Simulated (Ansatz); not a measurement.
# AgGeF3 (model cell, started as cubic perovskite with Ge in the octahedra): a soft mode frozen in, part 3 of 3

Wanted: the energy along a soft mode of AgGeF3 (model cell, started as cubic perovskite with Ge in the octahedra) and the structure at the end.

Ansatz 0.2.0; DFT PBEsol, scalar-relativistic, plane waves, PAW; PAW set soft_1.

So far. Step 4 (The mode frozen in, largest atomic shift 0.22 Å): The run ends at a pressure of 2.94 GPa, with forces up to 0.51 eV/Å. Step 5 (Energy along the mode, all amplitudes (two of the runs …): The lowest of the steps tried is at 0.22 Å, 14.1 meV/atom below the parent; the bottom of the well need not coincide with a step.

The structure was built from a prototype and need not be the compound's stable phase.

### 7. The new phase in its own primitive cell

The relaxed structure is symmetrised, reduced to its primitive cell and relaxed tightly, as its phonons need.

input.yaml

```yaml
crystal:
  lattice:
    - [3.7149956034, 2.1448537117, 1.8058237592]
    - [-3.7149956034, 2.1448537117, 1.8058237592]
    - [0.0, -4.2897074233, 1.8058237592]
  atoms:
    - { symbol: Ag, position: [0.0278819996, 0.0278819996, 0.0278819996] }
    - { symbol: Ge, position: [0.4675908193, 0.4675908193, 0.4675908193] }
    - { symbol: F, position: [0.5493551222, 0.8927948783, 0.5493551222] }
    - { symbol: F, position: [0.8927948783, 0.5493551222, 0.5493551222] }
    - { symbol: F, position: [0.5493551222, 0.5493551222, 0.8927948783] }
kpoints:
  mp_grid: { grid: [6, 6, 6] }
hamiltonian:
  xc: pbesol
  pseudopotentials: { kind: paw, azcp: { folder: soft_1 }, xc_functional: pbe }
scf:
  occupations: { method: fixed }
output:
  forces: true
  stress: true
  eigenvalues: true
relax:
  adjacent_minimum: "off"
  f_tol: 0.001
  max_steps: 60
  cell: { stress_tol: 0.01 }
```

Launch:

```bash
$ ansatz run input.yaml --threads 4 --pin off --max-ram 16384MiB --backend cpu --events-out ev --progress --plain --runs-dir out
```

Numbers of over 12 decimals in the logs are rounded to 6 here.

The program printed:

```text
[...]
Crystal: 5 atoms, lattice volume = 86.334 Å³
Basis set: ecut = 420 eV, 1705 PW (Γ), exchange–correlation on 64×64×64 points (8 copies of the dense FFT grid, shifted against one another)
Bands: 33, of which v1, the nominal top of the filled ones, is band 27 counted from 1 (26 counted from 0)
Symmetry: 6 space group operations
[...]
k-points: 32 of 216 (time reversal used)
[...]
cell:  # Å, volume = 86.4477 Å³
    - [3.718022, 2.146601, 1.805256]
    - [-3.718022, 2.146601, 1.805256]
    - [2.376473579548347e-19, -4.293202, 1.805256]
  atoms:
    - { symbol: Ag, position: [0.027859, 0.027859, 0.027859] }
    - { symbol: Ge, position: [0.467622, 0.467622, 0.467622] }
    - { symbol: F, position: [0.549432, 0.892634, 0.549432] }
    - { symbol: F, position: [0.892634, 0.549432, 0.549432] }
    - { symbol: F, position: [0.549432, 0.549432, 0.892634] }
[key lines of the parts left out:]
SCF converged after 6 iterations
Free energy (F): -14177.205936 eV
Fermi energy:    4.037044 eV
P = ⅓ Tr σ = 0.0051 GPa (0.051 kbar)
```

It took 13 s on 4 threads of Arm Neoverse V2, shared host; peak memory 0.36 GiB.

Little changed from the start: no atom moved by 0.005 Å and no cell edge by 0.1 %.

Numbers from this step:

```yaml
pressure: 0.005092 GPa
gap_on_the_k_mesh: 3.549 eV
volume_per_atom: 17.29 Å³
direct_gap_on_mesh: 3.959 eV
```

The largest force component left is 0.043 meV/Å and the pressure is 0.005 GPa, within the tolerances set. The cell now holds 17.29 Å³/atom.

### 8. Modes of the new phase, k-mesh 6×6×6, occupations fixed

A relaxed structure may still be a saddle point, so its zone-centre modes are computed. The response to a homogeneous field gives the Born charges and the dielectric tensor.

input.yaml, the sections that differ from step 7:

```yaml
crystal:
  lattice:
    - [3.71802211, 2.1466010661, 1.805255953]
    - [-3.71802211, 2.1466010661, 1.805255953]
    - [0.0, -4.2932021321, 1.805255953]
  atoms:
    - { symbol: Ag, position: [0.0278590816, 0.0278590816, 0.0278590816] }
    - { symbol: Ge, position: [0.4676216202, 0.4676216202, 0.4676216202] }
    - { symbol: F, position: [0.5494315716, 0.8926340967, 0.5494315716] }
    - { symbol: F, position: [0.8926340967, 0.5494315716, 0.5494315716] }
    - { symbol: F, position: [0.5494315716, 0.5494315716, 0.8926340967] }
output:
  eigenvalues: true
phonons:
  method: dfpt
  dielectric: true
  rigid_motions: translations
# kpoints, hamiltonian, scf: as in step 7
# relax: removed
```

The program printed:

```text
[...]
Crystal: 5 atoms, lattice volume = 86.448 Å³
Basis set: ecut = 420 eV, 1705 PW (Γ), exchange–correlation on 64×64×64 points (8 copies of the dense FFT grid, shifted against one another)
Bands: 33, of which v1, the nominal top of the filled ones, is band 27 counted from 1 (26 counted from 0)
Symmetry: 6 space group operations
k-points: 112 of 216 (irreducible under 1 space group operation, time reversal used)
[...]
SCF iter   1: F=—  HF=-14186.863850 eV  |F-HF|=—  |Δ(HF+E_count)|=         —  Δρ=1.95e-1  dr2=3.38e1  ethr=3.10e-3  ⟨swp⟩=4.6  Hψ=13684  notcnv=0  defer=353
[...]
SCF iter  13: F=-14177.205936 eV  HF=-14177.205936 eV  |F-HF|=1.09e-11  |Δ(HF+E_count)|=  1.06e-10  Δρ=2.17e-7  dr2=2.60e-11  ethr=1.00e-12  ⟨swp⟩=13.3  Hψ=22124  notcnv=0
SCF 1 converged in 13 iterations: F = -14177.205936 eV  dr2 = 2.60e-11
[...]
NSCF: frozen V_eff on 2 k-points
DFPT response loops at Γ: preconditioner auto → none (the input reference at scf.mixing.eps_inf says where Resta's filter doesn't serve); β = 0.50; Broyden in place of MSR1
SCF converged after 13 iterations
Free energy (F): -14177.205936 eV
[...]
Internal energy: -14177.205936 eV  (E = F + TS)
E sigma→0 (E₀):  -14177.205936 eV
Fermi energy:    4.037045 eV
[...]
--- Band table (eV; the first three rows and the last of 112) ---
  k-point 0: bands = [... 23 lower, 2.2162, 2.4245, 2.4245, 2.7881, 8.5592, 10.7050, 10.7050, 11.7357, ... 2 higher]
  k-point 1: bands = [... 23 lower, 2.2063, 2.4336, 2.5134, 2.9456, 8.3011, 10.3670, 10.7327, 12.3686, ... 2 higher]
  k-point 2: bands = [... 23 lower, 2.2176, 2.4269, 2.6519, 3.3671, 7.8155, 10.1256, 10.8076, 12.0356, ... 2 higher]
  k-point 111: bands = [... 23 lower, 2.1174, 2.3216, 2.3216, 4.0370, 8.6453, 9.0918, 9.0918, 11.7009, ... 2 higher]
--- Phonons (Γ-DFPT): 6 representative perturbations + reference, on 112 of 216 k-points (Σ response iterations 24) ---
  k mesh reduced under 1 symmetry operation, with k and −k counted as one. Each operation leaves every solved perturbation unchanged. A smaller set is not considered because the run solves the response to a homogeneous field
  ASR residual: 1.255e-4 → 0.000e0 eV/Å²; symmetrization residual: 1.048e-5 eV/Å²
  ASR residual per site (eV/Å²): 3.66e-5 3.20e-5 1.22e-4 1.22e-4 1.26e-4
[...]
ε∞ (high-frequency dielectric tensor):
        2.674756     0.000000     0.000000
        0.000000     2.674756     0.000000
       -0.000000     0.000000     3.534981
  ε⁰ (static dielectric tensor: ions relaxed, cell fixed):
       22.893962     0.000000    -0.000000
        0.000000    22.893962    -0.000000
       -0.000000    -0.000000     6.089517
  ε⁰ − ε∞ (ionic part):
       20.219206     0.000000    -0.000000
        0.000000    20.219206    -0.000000
       -0.000000    -0.000000     2.554535
  softest optical mode at Γ: 17.36 cm⁻¹; the repairs (sum rule, projections) moved no ω² at Γ by more than (2.02 cm⁻¹)²
  Born effective charges Z* (e; rows j = field, columns β = displacement):
    site 0:
         0.80442    0.00000   -0.00000
         0.00000    0.80442    0.00000
         0.00000    0.00000    1.19724
    site 1:
         2.30055    0.00000   -0.00000
         0.00000    2.30055    0.00000
         0.00000    0.00000    3.33841
    site 2:
        -1.28573    0.43428    0.37149
         0.43428   -0.78426   -0.21448
         0.40978   -0.23659   -1.51188
    site 3:
        -1.28573   -0.43428   -0.37149
        -0.43428   -0.78426   -0.21448
        -0.40978   -0.23659   -1.51188
    site 4:
        -0.53353   -0.00000    0.00000
        -0.00000   -1.53646    0.42896
         0.00000    0.47318   -1.51188
  Z* charge neutrality: 2.969e-5 e pre-enforcement
  k-mesh period / interband length: 27.9 Å / 1.31 Å = 21.31 at k = (0.0000, 0.0000, -0.5000), direct gap 3.959 eV — 14 or more, which is no proof of convergence
  optical modes at Γ without the LO–TO term, one row a degenerate level:
      ω (cm⁻¹)  modes    IR ((D/Å)²/amu)
         17.36      2             0.4585
         94.27      1             0.0000
        154.62      2             1.2362
        230.22      2             1.0095
        230.79      1             2.2717
        303.06      1             3.3829
        491.90      2            11.2424
        552.16      1             7.3351
  optical modes at Γ + LO–TO along q̂ = [1.0000, 0.0000, 0.0000]:
      ω (cm⁻¹)  modes    IR ((D/Å)²/amu)
         17.36      1             0.2293
         40.68      1             0.0927
         94.27      1             0.0000
        154.62      1             0.6181
        167.68      1             0.3258
        230.22      1             0.5047
        230.79      1             2.2717
        239.46      1             0.4257
[...]
optical modes at Γ + LO–TO along q̂ = [0.0000, 1.0000, 0.0000]:
      ω (cm⁻¹)  modes    IR ((D/Å)²/amu)
[...]
303.06      1             3.3829
        491.90      1             5.6212
        544.41      1             6.1290
        552.16      1             7.3351
  optical modes at Γ + LO–TO along q̂ = [0.0000, 0.0000, 1.0000]:
      ω (cm⁻¹)  modes    IR ((D/Å)²/amu)
         17.36      2             0.4585
         94.27      1             0.0000
        154.62      2             1.2362
        230.22      2             1.0095
        247.52      1             0.5231
        339.33      1             2.9195
        491.90      2            11.2424
        603.53      1             9.5471
```

The job ended after 91 s (4 threads; peak memory 1.4 GiB; 5.8 min of CPU time).

Numbers from this step:

| Item | Value |
| --- | --- |
| sum-rule residual before enforcement | 1.26e-4 eV/Å² |
| miss of the charge sum rule | 2.97e-5 e |
| point group | 3m |
| highest optical mode at the zone centre (no LO-TO term) | 552.2 cm⁻¹ |
| lowest optical zone-centre mode | 17.36 cm⁻¹ |
| mean high-frequency dielectric constant | 2.962 |
| largest Born charge (third of the trace) | 2.647 e |
| mean static dielectric constant | 17.29 |
| top of the zone-centre spectrum with the field | 603.5 cm⁻¹ |

Patterns of degenerate modes are one choice out of their space. Modes at Γ, with each element's share of the kinetic energy:

```csv
mode,frequency (cm⁻¹),symmetry,Ag %,Ge %,F %
1,0.0,acoustic,45,31,24
2,0.0,acoustic,45,31,24
3,0.0,acoustic,45,31,24
4,17.4,E,54,24,23
5,17.4,E,54,24,23
6,94.3,A2,0,0,100
7,154.6,E,1,17,82
8,154.6,E,1,17,82
9,230.2,E,0,12,88
10,230.2,E,0,12,88
11,230.8,A1,51,11,38
12,303.1,A1,3,37,60
13,491.9,E,0,16,84
14,491.9,E,0,16,84
15,552.2,A1,1,21,78
```

Displacements in mode 5 (17.4 cm⁻¹), the largest set to 1:
```
Ag1 -0.19  1.00  0.00
Ge2  0.16 -0.81  0.00
F3   0.20 -0.85  0.24
F4   0.14 -0.83  0.12
F5   0.16 -0.89 -0.36
```

Displacements in mode 7 (154.6 cm⁻¹), the largest set to 1:
```
Ag1  0.06 -0.01  0.00
Ge2 -0.32  0.06  0.00
F3   0.36 -0.12  1.00
F4   0.33  0.02 -0.79
F5   0.21 -0.08 -0.21
```

Optical modes at the zone centre, without and with the macroscopic field of the longitudinal modes; each column is sorted by frequency, so a row need not hold one and the same mode. Modes with and without the field, by row:

```csv
rank among optical modes,no field (cm⁻¹),"q along (1, 0, 0) (cm⁻¹)","q along (0, 0, 1) (cm⁻¹)"
1,17.4,17.4,17.4
2,17.4,40.7,17.4
3,94.3,94.3,94.3
4,154.6,154.6,154.6
5,154.6,167.7,154.6
6,230.2,230.2,230.2
7,230.2,230.8,230.2
8,230.8,239.5,247.5
9,303.1,303.1,339.3
10,491.9,491.9,491.9
11,491.9,544.4,491.9
12,552.2,552.2,603.5
```

Born charge (rows field, columns displacement) (e), principal values of the symmetric part by kind of site:

```csv
atom,atoms with these values,low,middle,high,mean
Ag1,1,0.80,0.80,1.20,0.94
Ge2,1,2.30,2.30,3.34,2.65
F3,3,-1.98,-1.07,-0.53,-1.19
```

In full for Ge2:

```
2.30 0.00 0.00
0.00 2.30 0.00
0.00 0.00 3.34
```

High-frequency dielectric tensor:

```
2.67 0.00 0.00
0.00 2.67 0.00
0.00 0.00 3.54
```

Static dielectric tensor (ions relaxed, fixed cell):

```
22.89  0.00  0.00
 0.00 22.89  0.00
 0.00  0.00  6.09
```

Transverse modes. Lines of the infrared spectrum (strongest = 100):

```csv
position (cm⁻¹),relative intensity
17,4.1
94,0.0
155,11
230,9.0
231,20
303,30
492,100
552,65
```

Before it was imposed, the acoustic sum rule was missed by 1.3e-4 eV/Å² and the charge sum rule by 3.0e-5 e. Small misses are needed for a sound result but don't prove that mesh and cutoff are converged. The lowest optical mode is real, 17.4 cm⁻¹.

### 9. Results

```
unstable mode of the parent                                                      : q = (0, 0, 0), 190i cm⁻¹
depth at the lowest point sampled                                                : 14.1 meV/atom
largest atomic shift at that point                                               : 0.22 Å
space group reached (within 0.01 Å)                                              : R3m
energy gained over the parent (first relaxation, on the mesh of the frozen mode) : 316 meV/atom
volume per atom, phase reached                                                   : 17.3 Å³
gap on the k-mesh, phase reached                                                 : 3.55 eV
lowest optical zone-centre mode, phase reached                                   : 17.4 cm⁻¹
highest optical mode at the zone centre (no LO-TO term), phase reached           : 552 cm⁻¹
```

**Reading.** Along this mode the structure falls into R3m, 316 meV/atom below the parent. At the parent's cell the well is 14.11 meV/atom deep on the steps tried, with its lowest point at a shift of 0.22 Å. Relaxing atoms and cell changes the gain by +302.37 meV/atom against the lowest step (energies at zero smearing). Most of the total comes from this relaxation. The new phase has no imaginary mode at the zone centre of its cell; other wavevectors were not checked. Of the 6 patterns followed to their end from this parent, this one reaches the lowest energy. Each path keeps the symmetry of its pattern, so a lower phase may lie along a pattern not tried. With no gap, or one that is small against the smearing, the frequencies hang on the k mesh and the smearing, most of all near Kohn anomalies. The PAW files were made for PBE and serve the other functionals too. The starting cell was built on a prototype and not taken from a measurement, so the phase need not exist.

[Logs are printed without paths, hosts, clocks, repeated set-up lines and the standing remarks that a program may print on its own settings, such as how far it seeks lower states.]

[Hosts, paths, dates, database ids (printed as entryN), source tags and the programs' standing remarks are cut or masked in the printed files.]
